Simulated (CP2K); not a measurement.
Consider isocyanoketene at its PBE geometry (Å).

```xyz
6

C    -2.1347   -1.0025   -0.1011
N    -1.1454   -0.3502   -0.0155
C    -0.0308    0.4470    0.0851
C     1.1862   -0.0775   -0.0633
O     2.2574   -0.5286   -0.1925
H    -0.1327    1.5118    0.2874
```

Method: CP2K XAS_TDP, all-electron GAPW, PBEh(45%), aug-cc-pVDZ, TDA, GW2X-corrected core level, no relativity.

Where do the N K-edge lines lie, and how strong are they?

Leading lines: N2 402.30 eV. The leading line of an atom is its first one with 35 % of the strongest within 2.5 eV of its lowest line over the strength cut. Core ionisation energies at this level: N2 407.32 eV.

The first six lines of each atom with a strength over 0.0015:

```
              atom  energy (eV)  states  strength, one atom  above the computed threshold
N2 (bonded to 2 C)       402.30       1              0.0303                              
                         402.40       1              0.0360                              
                         402.84       1              0.0153                              
                         405.76       1              0.0108                              
                         407.36       1              0.0048                           yes
                         409.14       1              0.0019                           yes
```

Lines are vertical, at one geometry, with no vibrational structure. GW2X ionisation energies and lines can be off by 1 to 2 eV either way, and a good line position may hide errors that cancel. These values hold no scalar relativity, about 0.2 eV for N 1s. Rydberg lines, and the discretised continuum above threshold, depend on the basis and the box.

[Banner, clock and machine lines of the logs are left out without a mark of their own.]

[Logs are printed without paths, hosts, clocks, repeated set-up lines and the standing remarks that a program may print on its own settings, such as how far it seeks lower states.]

[Hosts, paths, dates, database ids (printed as entryN), source tags and the programs' standing remarks are cut or masked in the printed files.]
